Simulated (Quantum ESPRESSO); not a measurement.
## SiC (Moissanite 3C): phonon frequency against volume, with a fit

By how much does an optical zone-centre mode of SiC (Moissanite 3C) shift under hydrostatic pressure?

Method: DFT LDA, scalar-relativistic, plane waves, PseudoDojo norm-conserving pseudopotentials, in Quantum ESPRESSO 7.5.

**1. The relaxed structure**

It takes space group F-43m (No. 216, cubic). Conventional cell: a = 4.326 Å, b = 4.326 Å, c = 4.326 Å, α = 90.00°, β = 90.00°, γ = 90.00°. Nearest to Si lie 4 C at 1.87 Å. Nearest to C lie 4 Si at 1.87 Å. Farther neighbours are not listed.

Structure file:

```
Si C
1.0
    -2.16277    0.00000    2.16277
     0.00000    2.16277    2.16277
    -2.16277    2.16277    0.00000
Si C
1 1
Cartesian
  0.0000 0.0000 0.0000
  -1.0814 1.0814 1.0814
```

This is the cell after its relaxation at this level of theory, not the database cell from which that began.

**2. Runs at several volumes**

The relaxed cell is scaled uniformly; in this structure symmetry fixes all atoms, so nothing has to be relaxed anew. Each volume gets a ground state and a response at Γ. The mode followed is the highest one without the macroscopic field, of symmetry T2; longitudinal polar modes lie higher. Cutoff 90 Ry, k mesh 12×12×12.

From the response at V/V₀ = 0.97:

What it wrote:

```text
[banners, grids, parts of the stress and lines that vanish by symmetry left out]
Program PHONON v.7.5
     Reading xml data from directory:

[...]
Exchange-correlation= PW
                           (   1   4   0   0   0   0   0)
[...]
kinetic-energy cut-off    =      90.0000  Ry
     charge density cut-off    =     360.0000  Ry
     convergence threshold     =      1.0E-18
[...]
Exchange-correlation= PW
                           (   1   4   0   0   0   0   0)
[...]
q = (   0.0000000   0.0000000   0.0000000 )
     25 Sym.Ops. (with q -> -q+G )
     G cutoff =  597.0366  (  15353 G-vectors)     FFT grid: ( 36, 36, 36)
     number of k points=    72
[...]
Mode symmetry, T_d (-43m)  point group:
[...]
Dielectric constant
[...]
End of electric fields calculation
          Dielectric constant in cartesian axis
          (       6.807824817       0.000000000       0.000000000 )
          (       0.000000000       6.807824817       0.000000000 )
          (       0.000000000       0.000000000       6.807824817 )
          Effective charges (d Force / dE) in cartesian axis without acoustic sum rule applied (asr)
           atom    1  Si    Mean Z*:        2.74265
      Ex  (        2.74265       -0.00000       -0.00000 )
      Ey  (       -0.00000        2.74265        0.00000 )
      Ez  (       -0.00000        0.00000        2.74265 )
           atom    2  C     Mean Z*:       -2.74422
      Ex  (       -2.74422        0.00000       -0.00000 )
      Ey  (        0.00000       -2.74422       -0.00000 )
      Ez  (       -0.00000       -0.00000       -2.74422 )
          Effective charges Sum: Mean:       -0.00156
[...]
Effective charges (d Force / dE) in cartesian axis with asr applied:
           atom    1  Si    Mean Z*:        2.74343
[...]
atom    2  C     Mean Z*:       -2.74343
[...]
Representation #   1 modes #   1   2   3
[...]
End of self-consistent calculation
     Convergence has been achieved
     Representation #   2 modes #   4   5   6
[...]
End of self-consistent calculation
     Convergence has been achieved
[...]
Dielectric constant in cartesian axis
          (       6.807824817       0.000000000       0.000000000 )
          (       0.000000000       6.807824817       0.000000000 )
          (       0.000000000       0.000000000       6.807824817 )
          Effective charges (d Force / dE) in cartesian axis without acoustic sum rule applied (asr)
           atom    1  Si    Mean Z*:        2.74265
      Ex  (        2.74265       -0.00000       -0.00000 )
      Ey  (       -0.00000        2.74265        0.00000 )
      Ez  (       -0.00000        0.00000        2.74265 )
           atom    2  C     Mean Z*:       -2.74422
      Ex  (       -2.74422        0.00000       -0.00000 )
      Ey  (        0.00000       -2.74422       -0.00000 )
      Ez  (       -0.00000       -0.00000       -2.74422 )
          Effective charges Sum: Mean:       -0.00156
[...]
Effective charges (d Force / dE) in cartesian axis with asr applied:
           atom    1  Si    Mean Z*:        2.74343
[...]
atom    2  C     Mean Z*:       -2.74343
[...]
q = (    0.000000000   0.000000000   0.000000000 )
[...]
freq (    1) =      -0.062673 [THz] =      -2.090548 [cm-1]
     freq (    2) =      -0.062673 [THz] =      -2.090548 [cm-1]
     freq (    3) =      -0.062673 [THz] =      -2.090548 [cm-1]
     freq (    4) =      24.760443 [THz] =     825.919479 [cm-1]
     freq (    5) =      24.760443 [THz] =     825.919479 [cm-1]
     freq (    6) =      24.760443 [THz] =     825.919479 [cm-1]
[...]
Mode symmetry, T_d (-43m)  point group:
     freq (   1-   3) =         -2.1  [cm-1]   --> T_2  G_15 P_4   I+R
     freq (   4-   6) =        825.9  [cm-1]   --> T_2  G_15 P_4   I+R

   JOB DONE.
```

One volume, V/V₀ = 1, is held back as a test.

| V/V₀ | volume (Å³/atom) | pressure (GPa) | ω (cm⁻¹) |
| --- | --- | --- | --- |
| 0.97 | 9.813 | 7.38 | 825.92 |
| 1 | 10.116 | 0.01 | held back |
| 1.03 | 10.420 | -6.37 | 771.91 |

**3. The fit**

The mode Grüneisen parameter is γ = −d ln ω / d ln V.

| ln(V/V₀) | ln ω |
| --- | --- |
| -0.0305 | 6.7165 |
| 0.0296 | 6.6489 |

A straight line through these points has the slope -1.127, so γ = 1.13; at V/V₀ = 1 it predicts ω = exp(6.6822 + 0.0000) = 798.05 cm⁻¹.

A parabola of pressure against ln V through V/V₀ = 0.97, 1 and 1.03 gives the bulk modulus B = −dP/d ln V = 229 GPa at V₀. With ω₀ from the fitted line the pressure coefficient follows as dω/dP = γ ω₀ / B = 1.13 × 798.1 / 229 = 3.93 cm⁻¹/GPa.

**4. The run that was held back**

What it wrote:

```text
[banners, grids, parts of the stress and lines that vanish by symmetry left out]
[banner, memory and clock lines left out]
Program PHONON v.7.5

[...]
Exchange-correlation= PW
                           (   1   4   0   0   0   0   0)
[...]
(   8 q-points):
[...]
kinetic-energy cut-off    =      90.0000  Ry
     charge density cut-off    =     360.0000  Ry
     convergence threshold     =      1.0E-18
[...]
Exchange-correlation= PW
                           (   1   4   0   0   0   0   0)
[...]
q = (   0.0000000   0.0000000   0.0000000 )
     25 Sym.Ops. (with q -> -q+G )
     G cutoff =  609.2840  (  15665 G-vectors)     FFT grid: ( 36, 36, 36)
     number of k points=    72
[...]
Mode symmetry, T_d (-43m)  point group:
[...]
Dielectric constant
[...]
End of electric fields calculation
          Dielectric constant in cartesian axis
          (       6.878850932       0.000000000      -0.000000000 )
          (       0.000000000       6.878850932      -0.000000000 )
          (      -0.000000000      -0.000000000       6.878850932 )
          Effective charges (d Force / dE) in cartesian axis without acoustic sum rule applied (asr)
           atom    1  Si    Mean Z*:        2.72195
      Ex  (        2.72195       -0.00000        0.00000 )
      Ey  (       -0.00000        2.72195        0.00000 )
      Ez  (        0.00000        0.00000        2.72195 )
           atom    2  C     Mean Z*:       -2.72347
      Ex  (       -2.72347       -0.00000        0.00000 )
      Ey  (        0.00000       -2.72347        0.00000 )
[...]
Convergence has been achieved
[...]
q = (    0.000000000  -1.000000000   0.000000000 )
[...]
freq (    5) =      23.049196 [THz] =     768.838425 [cm-1]
     freq (    6) =      24.901877 [THz] =     830.637222 [cm-1]
[...]
Mode symmetry, D_2d (-42m) point group:
     freq (   1-   2) =        366.4  [cm-1]   --> E    X_5  W_3
     freq (   3-   3) =        634.7  [cm-1]   --> B_2  X_3  W_2
     freq (   4-   5) =        768.8  [cm-1]   --> E    X_5  W_3
     freq (   6-   6) =        830.6  [cm-1]   --> A_1  X_1  W_1
[...]
Mode symmetry, S_4 (-4)    point group:
[...]
Convergence has been achieved
[...]
Convergence has been achieved
[...]
Convergence has been achieved
[...]
Convergence has been achieved
     Representation #   5 mode #   5
[...]
End of self-consistent calculation
     Convergence has been achieved
     Representation #   6 mode #   6
[...]
End of self-consistent calculation
     Convergence has been achieved
[...]
q = (   -0.500000000  -1.000000000   0.000000000 )
[...]
freq (    1) =      12.076431 [THz] =     402.826385 [cm-1]
     freq (    2) =      13.913868 [THz] =     464.116668 [cm-1]
     freq (    3) =      16.123881 [THz] =     537.834778 [cm-1]
     freq (    4) =      22.311133 [THz] =     744.219298 [cm-1]
     freq (    5) =      23.393584 [THz] =     780.325971 [cm-1]
     freq (    6) =      25.815766 [THz] =     861.121260 [cm-1]
[...]
Mode symmetry, S_4 (-4)    point group:
     freq (   1-   1) =        402.8  [cm-1]   --> B    W_3
     freq (   2-   2) =        464.1  [cm-1]   --> E*   W_2
     freq (   3-   3) =        537.8  [cm-1]   --> E    W_4
     freq (   4-   4) =        744.2  [cm-1]   --> A    W_1
     freq (   5-   5) =        780.3  [cm-1]   --> E*   W_2
     freq (   6-   6) =        861.1  [cm-1]   --> B    W_3
```

It gives 798.10 cm⁻¹ against the predicted 798.05 cm⁻¹, a miss of 0.05 cm⁻¹.

**5. Summary of results**

```
mode Grüneisen parameter : 1.127
bulk modulus             : 229 GPa
pressure coefficient     : 3.93 cm⁻¹/GPa
```

What this shows: The highest optical mode of SiC (Moissanite 3C) without the LO-TO term stiffens by 3.93 cm⁻¹ a GPa near the relaxed volume, with γ = 1.13. The power law meets all 3 runs within 0.01 %. Such a coefficient turns a measured shift of this mode into a hydrostatic stress; uniaxial or biaxial stress splits the mode and needs deformation potentials. These are harmonic values at zero temperature for the structure held cubic, which a run at Γ can't show to be stable; the bulk modulus rests on three points.

[Host names and launcher messages were left out of these logs when they were recorded.]

[Logs are printed without paths, hosts, clocks, repeated set-up lines and the standing remarks that a program may print on its own settings, such as how far it seeks lower states.]

[Hosts, paths, dates, database ids (printed as entryN), source tags and the programs' standing remarks are cut or masked in the printed files.]
